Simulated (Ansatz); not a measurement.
**SrO (Fm-3m): refractive index against wavelength**

The refractive index of SrO (Fm-3m) below the direct gap (3.38 eV on the mesh) is read from one computed spectrum, n = √(Re ε).

Cell: a, b, c = 3.629, 3.629, 3.629 Å (primitive vectors), 2 atoms.

Method: Ansatz 0.2.0, PBE, independent particles, k-mesh 12×12×12 with interpolation inside its cells, Gaussian parameter 0.15 eV.

Launch of the response step: `ansatz run input.yaml --threads 4 --pin off --max-ram 8192MiB --backend cpu --events-out ev --progress --plain --runs-dir out`. The run took 3 s, on 4 threads of Arm Neoverse V2, on a shared host.

| wavelength (nm) | photon energy E (eV) | n |
| --- | --- | --- |
| 1550 | 0.800 | 1.9953 |
| 1310 | 0.946 | 1.9989 |
| 1064 | 1.165 | ? |
| 850 | 1.459 | 2.0172 |
| 700 | 1.771 | 2.0335 |
| 633 | 1.959 | 2.0456 |
| 532 | 2.331 | 2.0764 |

In the single-oscillator model n² − 1 = E₀E_d/(E₀² − E²), so 1/(n² − 1) = E₀/E_d − E²/(E₀E_d) is linear in E².

Working, on the rows shown:

| x = E² (eV²) | y = 1/(n² − 1) |
| --- | --- |
| 0.639837 | 0.335433 |
| 0.895757 | 0.333823 |
| 2.12762 | 0.325829 |
| 3.13716 | 0.318967 |
| 3.83641 | 0.314023 |
| 5.43137 | 0.301984 |

Means: x̄ = 2.678, ȳ = 0.32168. Σ(x − x̄)(y − ȳ) = -0.1163, Σ(x − x̄)² = 16.77. Slope = -0.1163 / 16.77 = -0.006936; intercept = ȳ − slope · x̄ = 0.34025. Turned back into n, the line misses the rows shown by at most 0.0016.

Question: Predict the last column of the withheld row from the fit.

Answer: At x = 1.3578 the line gives y = 0.33083, that is 2.0057. The run gave 2.0056, so the interpolation is off by 5.9e-05, 0.1 % of the range in the table.

Refitted with all rows, the slope is -0.006938 and the intercept 0.34026. These give E₀ = √(intercept/−slope) = 7.00 eV and E_d = E₀/intercept = 20.6 eV; E₀ is 2.1 times the direct gap. The electronic limit at long wavelengths, without lattice vibrations, is n = √(1 + 1/intercept) = 1.985. The cell comes from an older database entry, whose edges can be off by a per cent or so. Excitons are left out and so are local fields; PBE gaps are as a rule too small. Spin-orbit coupling is left out.
